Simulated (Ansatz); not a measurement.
# Where V_F (site 1) puts its levels in the gap of YF3 (Pnma)

Aim: at which Fermi levels does V_F (site 1) in YF3 (Pnma) change its charge? The model is a cell of 64 host atoms with 1 F taken out.

Program: Ansatz 0.2.0. Level of theory: place-levels on PBEsol runs: charge-transition levels and formation energies with image-charge correction and potential alignment at the atomic sites. Results are calculated unless marked as measured.

## (1) Starting point

The cell holds 63 atoms: 16 Y and 47 F. Its edges and angles: a = 9.320 Å, b = 9.320 Å, c = 8.738 Å, α = 90.0°, β = 90.0°, γ = 85.6°. It derives from YF3 (space group Pnma). Nearest the centre at fractional (0.363, 0.387, 0.545): Y37 at 2.28 Å, Y1 at 2.29 Å, Y5 at 2.50 Å, F15 at 2.57 Å, F31 at 2.57 Å, F57 at 2.76 Å, F41 at 2.76 Å, F28 at 2.76 Å.

Coordinates:

```xyz
63
Lattice="6.3310 6.8394 0.0000 -6.3310 6.8394 0.0000 0.0000 0.0000 8.7381" Properties=species:S:1:pos:R:3 pbc="T T T"
Y    -2.3368    5.1295    4.1010
Y     3.9943    5.1295    4.1010
Y    -0.8287    1.7098    1.9165
Y    -0.8287    8.5492    1.9165
Y     0.8287    5.1295    2.4525
Y     0.8287   11.9689    2.4525
Y    -3.9943    8.5492    0.2680
Y     2.3368    8.5492    0.2680
F     1.0450    2.9878    1.6515
F     1.0450    9.8272    1.6515
F     2.1205    3.8515    3.8360
F     2.1205   10.6909    3.8360
F    -2.1205    7.2712    0.5330
F     4.2105    7.2712    0.5330
F    -1.0450    6.4075    2.7175
F     5.2860    6.4075    2.7175
F    -3.0192    8.5492    2.5753
F     3.3118    8.5492    2.5753
F    -0.1463    5.1295    0.3908
F    -0.1463   11.9689    0.3908
F     0.1463    1.7098    3.9782
F     0.1463    8.5492    3.9782
F    -3.3118    5.1295    1.7937
F     3.0192    5.1295    1.7937
F    -5.2860    7.2712    1.6515
F     1.0450    7.2712    1.6515
F    -4.2105    6.4075    3.8360
F     2.1205    6.4075    3.8360
F    -2.1205    2.9878    0.5330
F    -2.1205    9.8272    0.5330
F    -1.0450    3.8515    2.7175
F    -1.0450   10.6909    2.7175
Y    -2.3368    5.1295    8.4700
Y     3.9943    5.1295    8.4700
Y    -0.8287    1.7098    6.2855
Y    -0.8287    8.5492    6.2855
Y     0.8287    5.1295    6.8216
Y     0.8287   11.9689    6.8216
Y    -3.9943    8.5492    4.6370
Y     2.3368    8.5492    4.6370
F     1.0450    2.9878    6.0206
F     1.0450    9.8272    6.0206
F     2.1205    3.8515    8.2051
F     2.1205   10.6909    8.2051
F    -2.1205    7.2712    4.9020
F     4.2105    7.2712    4.9020
F    -1.0450    6.4075    7.0865
F     5.2860    6.4075    7.0865
F    -3.0192    8.5492    6.9444
F     3.3118    8.5492    6.9444
F    -0.1463   11.9689    4.7598
F     0.1463    1.7098    8.3472
F     0.1463    8.5492    8.3472
F    -3.3118    5.1295    6.1627
F     3.0192    5.1295    6.1627
F    -5.2860    7.2712    6.0206
F     1.0450    7.2712    6.0206
F    -4.2105    6.4075    8.2051
F     2.1205    6.4075    8.2051
F    -2.1205    2.9878    4.9020
F    -2.1205    9.8272    4.9020
F    -1.0450    3.8515    7.0865
F    -1.0450   10.6909    7.0865
```

Known beforehand: the electronic dielectric constant, (2.82, 2.74, 2.68), and the static one, (10.04, 9.91, 15.72), from a response run on this crystal (DFPT, PBEsol) at that run's own cell.

The cell's shortest repeat is 8.7 Å.

## (2) Charge states

A transition level is the Fermi level at which two charge states cost the same, so each charge needs its own total energy, at its own relaxed structure.

Random displacements of about 0.05 Å break the site symmetry at the start, so that the relaxation can reach a distorted minimum if there is one. Forces are taken at one point at (¼, ¼, ¼). The cell holds 1 electron more than the neutral one, with a uniform background that keeps it neutral on the whole.

The sampling was tested on the host first: at the k-points planned (1x1x1 shifted 0.25 0.25 0.25) its energy lies 0.000 eV an atom from the dense-mesh value, under the bound of 0.02 eV set for this test; that bounds the host's error, not the defect's.

One state's input; the others differ in charge, spin, start and seed, and in occupations where the table says so.

qm1.relax/input.yaml

```yaml
crystal:
  lattice:
    - [6.33103595, 6.83936158, 0.0]
    - [-6.33103595, 6.83936158, 0.0]
    - [0.0, 0.0, 4.36903083]
  atoms:
    - { symbol: "Y", position: [0.19045052, 0.55954948, 0.93865484] }
    - { symbol: "Y", position: [0.69045052, 0.05954948, 0.93865484] }
    - { symbol: "Y", position: [0.05954948, 0.19045052, 0.43865484] }
    - { symbol: "Y", position: [0.55954948, 0.69045052, 0.43865484] }
    - { symbol: "Y", position: [0.44045052, 0.30954948, 0.56134516] }
    - { symbol: "Y", position: [0.94045052, 0.80954948, 0.56134516] }
    - { symbol: "Y", position: [0.30954948, 0.94045052, 0.06134516] }
    - { symbol: "Y", position: [0.80954948, 0.44045052, 0.06134516] }
    - { symbol: F, position: [0.30095837, 0.13589913, 0.3780092] }
    - { symbol: F, position: [0.80095837, 0.63589913, 0.3780092] }
    - { symbol: F, position: [0.44904163, 0.11410087, 0.8780092] }
    - { symbol: F, position: [0.94904163, 0.61410087, 0.8780092] }
    - { symbol: F, position: [0.36410087, 0.69904163, 0.1219908] }
    - { symbol: F, position: [0.86410087, 0.19904163, 0.1219908] }
    - { symbol: F, position: [0.38589913, 0.55095837, 0.6219908] }
    - { symbol: F, position: [0.88589913, 0.05095837, 0.6219908] }
    - { symbol: F, position: [0.38655222, 0.86344778, 0.58945129] }
    - { symbol: F, position: [0.88655222, 0.36344778, 0.58945129] }
    - { symbol: F, position: [0.36344778, 0.38655222, 0.08945129] }
    - { symbol: F, position: [0.86344778, 0.88655222, 0.08945129] }
    - { symbol: F, position: [0.13655222, 0.11344778, 0.91054871] }
    - { symbol: F, position: [0.63655222, 0.61344778, 0.91054871] }
    - { symbol: F, position: [0.11344778, 0.63655222, 0.41054871] }
    - { symbol: F, position: [0.61344778, 0.13655222, 0.41054871] }
    - { symbol: F, position: [0.11410087, 0.94904163, 0.3780092] }
    - { symbol: F, position: [0.61410087, 0.44904163, 0.3780092] }
    - { symbol: F, position: [0.13589913, 0.80095837, 0.8780092] }
    - { symbol: F, position: [0.63589913, 0.30095837, 0.8780092] }
    - { symbol: F, position: [0.05095837, 0.38589913, 0.1219908] }
    - { symbol: F, position: [0.55095837, 0.88589913, 0.1219908] }
    - { symbol: F, position: [0.19904163, 0.36410087, 0.6219908] }
    - { symbol: F, position: [0.69904163, 0.86410087, 0.6219908] }
  supercell: [1, 1, 2]
  defects: [{ vacancy: 50 }]
total_charge: -1
basis:
  ecutwfc: 420
  xc_grid: 2
hamiltonian:
  xc: pbesol
kpoints:
  mp_grid: { grid: [1, 1, 1], shift: [0.25, 0.25, 0.25] }
scf:
  occupations: { method: fixed }
  max_iter: 80
output:
  forces: true
  charged_corrections: { epsilon: [2.82, 2.74, 2.68], static_epsilon: [10.04, 9.91, 15.72] }
relax:
  f_tol: 0.02
  max_steps: 80
  random_displacement: { amplitude: 0.05, seed: 1647 }
checkpoint:
  write: "../qm1.relax.run"
  compress: false
  write_wavefunctions: true
  write_every: 100000
```

On the command line:

```bash
$ ansatz run input.yaml --threads 4 --pin off --max-ram 7536MiB --backend cpu --events-out ev --progress --plain --runs-dir out
```

The relaxed structure is kept and the sampling changed to a 2×2×2 shifted mesh.

The run of this state that the levels use, under PBEsol:

qm1.point/input.yaml

```yaml
crystal:
  checkpoint: "../qm1.relax.run"
  host: checkpoint
total_charge: -1
basis:
  ecutwfc: 420
  xc_grid: 2
hamiltonian:
  xc: pbesol
kpoints:
  mp_grid: { grid: [2, 2, 2], shift: [0.5, 0.5, 0.5] }
scf:
  occupations: { method: fermi_dirac, width: 0.01 }
  max_iter: 80
output:
  forces: true
  eigenvalues: true
  charged_corrections:
    epsilon: [2.82, 2.74, 2.68]
    static_epsilon: [10.04, 9.91, 15.72]
    defect_position: [0.363448, 0.386552, 0.544726]
  eigenstates: { localisation: true }
  populations: true
  band_densities: [{ bands: [v1, v1] }, { bands: [c1, c1] }]
  write_density: true
  write_potential: true
  volumetric_format: npy
checkpoint:
  read: "../qm1.relax.run"
  write: "../qm1.point.run"
  compress: false
  write_wavefunctions: false
  write_every: 100000
```

Relaxations under PBEsol at one point at (¼, ¼, ¼); times on 4 threads of Arm Neoverse V2, shared host:

| charge | moment (μB) | occupations | outcome | steps | largest displacement against the far atoms (Å) | time |
| --- | --- | --- | --- | --- | --- | --- |
| −1 | 0 | fixed | converged | 7 | 0.18 | 64 s |
| 0 | 1 | fixed | converged | 4 | 0.05 | 83 s |
| +1 | 0 | fixed | converged | 5 | 0.25 | 44 s |

Single points under PBEsol at a 2×2×2 shifted mesh; times on 4 threads of Arm Neoverse V2, shared host:

| charge | moment (μB) | occupations | outcome | time |
| --- | --- | --- | --- | --- |
| −1 | 0 | fermi-dirac | converged | 53 s |
| 0 | 1 | fermi-dirac | converged | 1.8 min |
| +1 | 0 | fermi-dirac | converged | 50 s |

Distances (Å) from the ideal centre to the nearest atoms after relaxation with PBEsol:

| charge | moment (μB) | 1. | 2. | 3. | 4. | 5. | 6. |
| --- | --- | --- | --- | --- | --- | --- | --- |
| −1 | 0 | Y 2.10 | Y 2.17 | Y 2.41 | F 2.61 | F 2.61 | F 2.80 |
| 0 | 1 | Y 2.31 | Y 2.31 | F 2.52 | F 2.53 | Y 2.56 | F 2.72 |
| +1 | 0 | F 2.34 | F 2.34 | Y 2.46 | Y 2.46 | F 2.62 | F 2.63 |

## (3) Levels against the band edges, PBEsol

A charged cell interacts with its images and the background, and its potential has another zero than the host's. place-levels removes the first by a point-charge model, screened by the static dielectric constant since the ions have relaxed around the charge, and the second by comparing potentials at atoms far from the defect.

The host is a run of the defect-free crystal in the same cutoffs, grids and k-points, so that basis and sampling errors cancel in part in the differences. Its band edges come from a run of the primitive cell that searches the zone for them. The host is run in a cell of 32 atoms on a matching mesh. Chemical potentials are energies per atom of F (F2 molecule), run with the same functional and cutoff.

levels.point.yaml

```yaml
host:
  run: host.point.run
  levels_from: { run: edges.point.run }
states: [qm1.point.run, q0_M1.point.run, qp1.point.run]
geometry_from:
  qm1.point.run: qm1.relax.run
  q0_M1.point.run: q0_M1.relax.run
  qp1.point.run: qp1.relax.run
  host.point.run: host.relax.run
chemical_potentials:
  F:
    energy: -797.642924
    dataset: <sha256 of the dataset>
epsilon: [2.82, 2.74, 2.68]
static_epsilon: [10.04, 9.91, 15.72]
vertical:
  - { from: qm1.point.run, to: qm1.point_neutral.run }
  - { from: qp1.point.run, to: qp1.point_neutral.run }
```

On the command line:

```bash
$ ansatz place-levels levels.point.yaml -- --threads 4 --pin off --max-ram 7536MiB
```

Numbers of over 12 decimals in the logs are rounded to 6 here.

Output:

```text
[... repeated set-up lines and file paths are left out, and long positions are rounded to six places ...]
(+1/0) 5.807 eV above the valence edge, 2.079 eV under the conduction edge
(0/-1) 6.589 eV above the valence edge, 1.296 eV under the conduction edge
formation energy of charge +1: +0.703 eV with the Fermi level at the valence edge
formation energy of charge 0: +6.510 eV with the Fermi level at the valence edge
formation energy of charge -1: +13.099 eV with the Fermi level at the valence edge
vertical -1 to 0: no energy, since no alignment is typed
  the change from vertical[0].from (qm1.point.run) to vertical[0].to (qm1.point_neutral.run): by its potential at epsilon [2.82, 2.74, 2.68] it stands at 0.368 0.383 0.524, with an rms radius of about 1.7 Å (0.8 0.8 1.2 Å across the planes of the cell's [...]
vertical +1 to 0: no energy, since no alignment is typed
  the change from vertical[1].from (qp1.point.run) to vertical[1].to (qp1.point_neutral.run): by its potential at epsilon [2.82, 2.74, 2.68] it stands at 0.360 0.391 0.548, with an rms radius of about 1.8 Å (0.8 0.8 1.3 Å across the planes of the cell's [...]
  edges by pbesol of host.levels_from (edges.point.run), its mesh sampled to repeats of 26.21 Å (the valence edge +0.003 eV and the conduction edge -0.054 eV from those of the host's own run), gap 7.885 eV; the host is sampled to repeats of 25.32 Å
  the defect's cells are sampled to repeats of 25.32 Å, like sampling
  charge +1: -98481.4148 eV with its correction of +0.028 eV, at epsilon [10.04, 9.91, 15.72], aligned at sites: -0.1593 eV, mean over 34 atomic sites at or beyond 4.37 Å from the defect at [0.3634, 0.3866, 0.5447], with -0.036109 for the charge's moments and [...]
  charge 0: +0.000 eV for its dipole among its images, +0.012 omitted
  charge -1: -98457.9124 eV with its correction of +0.244 eV, at epsilon [10.04, 9.91, 15.72], aligned at sites: -0.0561 eV, mean over 34 atomic sites at or beyond 4.37 Å from the defect at [0.3634, 0.3866, 0.5447], with +0.026765 for the charge's moments and [...]
  of states[2] (qp1.point.run): its displacements don't fall off away from the defect: farther atoms stand 0.042 Å off the host's places. [...]
  of states[1] (q0_M1.point.run): stability_check_not_made
  of states[0] (qm1.point.run): its displacements don't fall off away from the defect: farther atoms stand 0.026 Å off the host's places. [...]
  of vertical[0].from (qm1.point.run): its displacements don't fall off away from the defect: farther atoms stand 0.026 Å off the host's places. [...]
  of vertical[0].to (qm1.point_neutral.run): its displacements don't fall off away from the defect: farther atoms stand 0.026 Å off the host's places. [...]
  of vertical[1].from (qp1.point.run): its displacements don't fall off away from the defect: farther atoms stand 0.042 Å off the host's places. [...]
  of vertical[1].to (qp1.point_neutral.run): its displacements don't fall off away from the defect: farther atoms stand 0.042 Å off the host's places. [...]
```

The job ended after 0.25 s (4 threads of Arm Neoverse V2, shared host).

Levels between the charges placed, in eV above the valence top:

|  | gap (eV) | (+1/0) | (0/−1) |
| --- | --- | --- | --- |
| PBEsol | 7.89 | 5.81 | 6.59 |

Corrections by state:

| charge | moment (μB) | image terms and alignment (eV) | band filling (eV) | ε used | over the lowest of its charge, as the program ranks them, band filling apart (eV) |
| --- | --- | --- | --- | --- | --- |
| +1 | 0.0 | 0.028 | - | principal values (9.91, 10.04, 15.72) | 0.000 |
| 0 | 1.0 | 0.000 | - | - | 0.000 |
| −1 | 0.0 | 0.244 | - | principal values (9.91, 10.04, 15.72) | 0.000 |

The charged structures listed were also run neutral, and place-levels reads from each pair, by the potential or the spins, how wide the charge is by which they differ; that can be the carrier of either run.

| charge | rms radius (Å) | spread where it is widest against the cell (Å) | wide from (Å) | reading |
| --- | --- | --- | --- | --- |
| +1 | 1.8 | 1.30 | 1.51 | narrow |
| −1 | 1.7 | 1.25 | 1.51 | narrow |

The neutral runs of these pairs need not share the spin of the lowest neutral state, and very wide values only mean spread over the cell.

From the program's caveats on the states, each cut to its opening words:

- charge +1: its displacements don't fall off away from the defect: farther atoms stand 0.042 Å off the host's places
- charge 0 (1 μB): flagged: stability check not made
- charge −1: its displacements don't fall off away from the defect: farther atoms stand 0.026 Å off the host's places

The host's formation energy from the elements is -4.160 eV per atom; it sets how far the chemical potentials can move.

Limit set by the element alone; other compounds of these elements are not counted. Chemical potentials from the elements' reference states: F 0.00 eV, Y -16.64 eV. Formation energy by charge state (F-rich; gap 7.89 eV):

| charge | at valence top (eV) | at conduction bottom (eV) | correction included (eV) |
| --- | --- | --- | --- |
| +1 | 0.70 | 8.59 | 0.03 |
| 0 | 6.51 | 6.51 | 0.00 |
| −1 | 13.10 | 5.21 | 0.24 |

Fermi level (eV), lowest formation energy (eV) and a bar from the least value:
```
     0.00       0.70 
     0.72       1.42 ####
     1.43       2.14 #######
     2.15       2.85 ###########
     2.86       3.57 ###############
     3.58       4.28 ###################
     4.30       5.01 ######################
     5.02       5.72 ##########################
     5.74       6.44 ##############################
     6.45       6.51 ##############################
     7.17       5.93 ###########################
     7.89       5.21 #######################
```

Limit set by the element alone; other compounds of these elements are not counted. Chemical potentials from the elements' reference states: Y 0.00 eV, F -5.55 eV. Formation energies (Y-rich), with the Fermi level at the valence top and at the conduction bottom (gap 7.89 eV):

| charge | at valence top (eV) | at conduction bottom (eV) | correction included (eV) |
| --- | --- | --- | --- |
| +1 | -4.84 | 3.04 | 0.03 |
| 0 | 0.96 | 0.96 | 0.00 |
| −1 | 7.55 | -0.33 | 0.24 |

```json
{"Fermi level (eV)": "0.00", "lowest formation energy (eV)": "-4.84"}
{"Fermi level (eV)": "0.72", "lowest formation energy (eV)": "-4.13"}
{"Fermi level (eV)": "1.43", "lowest formation energy (eV)": "-3.41"}
{"Fermi level (eV)": "2.15", "lowest formation energy (eV)": "-2.69"}
{"Fermi level (eV)": "2.86", "lowest formation energy (eV)": "-1.98"}
{"Fermi level (eV)": "3.58", "lowest formation energy (eV)": "-1.26"}
{"Fermi level (eV)": "4.30", "lowest formation energy (eV)": "-0.54"}
{"Fermi level (eV)": "5.02", "lowest formation energy (eV)": "0.18"}
{"Fermi level (eV)": "5.74", "lowest formation energy (eV)": "0.89"}
{"Fermi level (eV)": "6.45", "lowest formation energy (eV)": "0.96"}
{"Fermi level (eV)": "7.17", "lowest formation energy (eV)": "0.38"}
{"Fermi level (eV)": "7.89", "lowest formation energy (eV)": "-0.33"}
```

## (4) Effect of the sampling

The relaxations' own energies give the levels at their sampling, for comparison.

levels.relax_mesh.yaml

```yaml
host:
  run: host.relax.run
  levels_from: { run: edges.relax.run }
states: [qm1.relax.run, q0_M1.relax.run, qp1.relax.run]
chemical_potentials:
  F:
    energy: -797.642924
    dataset: <sha256 of the dataset>
```

On the command line:

```bash
$ ansatz place-levels levels.relax_mesh.yaml -- --threads 4 --pin off --max-ram 7536MiB
```

Output:

```text
(+1/0) 5.806 eV above the valence edge, 2.079 eV under the conduction edge
(0/-1) 6.586 eV above the valence edge, 1.299 eV under the conduction edge
formation energy of charge +1: +0.703 eV with the Fermi level at the valence edge
formation energy of charge 0: +6.509 eV with the Fermi level at the valence edge
formation energy of charge -1: +13.095 eV with the Fermi level at the valence edge
  edges by pbesol of host.levels_from (edges.relax.run), its mesh sampled to repeats of 26.21 Å (the valence edge +0.054 eV and the conduction edge -0.116 eV from those of the host's own run), gap 7.885 eV; the host is sampled to repeats of 12.66 Å
[... the lines on each state left out ...]
```

Elapsed: 0.09 s, on 4 threads.

Levels between neighbouring charges, in eV above the valence top:

|  | gap (eV) | (+1/0) | (0/−1) |
| --- | --- | --- | --- |
| one point at (¼, ¼, ¼) | 7.89 | 5.81 | 6.59 |
| a 2×2×2 shifted mesh | 7.89 | 5.81 | 6.59 |

Going from one point at (¼, ¼, ¼) to a 2×2×2 shifted mesh moves the levels that carry no band-filling term by up to 0.00 eV and formation energies against the elements by up to 0.00 eV.

## (5) Another choice

The levels are placed again with one choice changed, to see how much they rest on it.

levels.try0.yaml is levels.point.yaml with these lines changed:

```diff
-epsilon: [2.82, 2.74, 2.68]
-static_epsilon: [10.04, 9.91, 15.72]
+epsilon: 500.0
+static_epsilon: 500.0
```

On the command line:

```bash
$ ansatz place-levels levels.try0.yaml -- --threads 4 --pin off --max-ram 7536MiB
```

Output:

```text
(+1/0) 5.899 eV above the valence edge, 1.986 eV under the conduction edge
(0/-1) 6.494 eV above the valence edge, 1.391 eV under the conduction edge
formation energy of charge +1: +0.611 eV with the Fermi level at the valence edge
formation energy of charge 0: +6.510 eV with the Fermi level at the valence edge
formation energy of charge -1: +13.004 eV with the Fermi level at the valence edge
vertical -1 to 0: no energy, since no alignment is typed
vertical +1 to 0: no energy, since no alignment is typed
[...]
[... the lines on each state left out ...]
```

The change: a very large dielectric constant, which removes the point-charge term and changes the alignment.

Levels in eV above the valence top; the changed ones are not the defect's:

|  | gap (eV) | (+1/0) | (0/−1) |
| --- | --- | --- | --- |
| changed | 7.89 | 5.90 | 6.49 |
| as set up | 7.89 | 5.81 | 6.59 |

The largest shift is 0.09 eV.

## (6) Outcome

```yaml
gap_of_the_host: 7.89 eV (PBEsol)
level_plus_1_over_0: 5.81 eV above the valence top
level_0_minus_1: 6.59 eV above the valence top
lowest_of_the_charges_placed_just_above_the_valence_top_0p02_ev: +1
lowest_of_the_charges_placed_just_below_the_conduction_bottom_0p02_ev: −1
lowest_formation_energy_at_mid_gap_of_the_charges_run_f_rich: 4.65 eV
lowest_formation_energy_at_mid_gap_of_the_charges_run_y_rich: -0.90 eV
```

**Reading.** Of the charges placed (−1, 0 and +1), the lowest changes at 5.81 eV (+1/0) and 6.59 eV (0/−1) above the valence top, in a gap of 7.89 eV. Charges above +1 and below −1 were not placed, so these runs say nothing of levels that involve them. States placed: +1 at 0 μB; 0 at 1 μB; −1 at 0 μB. Other spin states or structures, where not listed, weren't placed. Going from one point at (¼, ¼, ¼) to a 2×2×2 shifted mesh moves the levels that carry no band-filling term by up to 0.00 eV and formation energies against the elements by up to 0.00 eV. Limits: the images are only 8.7 Å apart; PBEsol makes the gap too small and tends to spread out bound carriers; where a gas molecule sets a chemical potential or the host's formation energy, its binding is uncorrected.

[Logs are printed without paths, hosts, clocks, repeated set-up lines and the standing remarks that a program may print on its own settings, such as how far it seeks lower states.]

[Hosts, paths, dates, database ids (printed as entryN), source tags and the programs' standing remarks are cut or masked in the printed files.]

[Where a table of states has a column of steps, it counts the stored structures, which are thinned; the runs took as many ionic steps or more.]

[A defect's name tells the site on which it was built; relaxed atoms can leave that site.]

[For some hosts the program warned that the k-mesh of the response run may be too coarse for force constants and the static dielectric constant; such warnings are not shown here.]
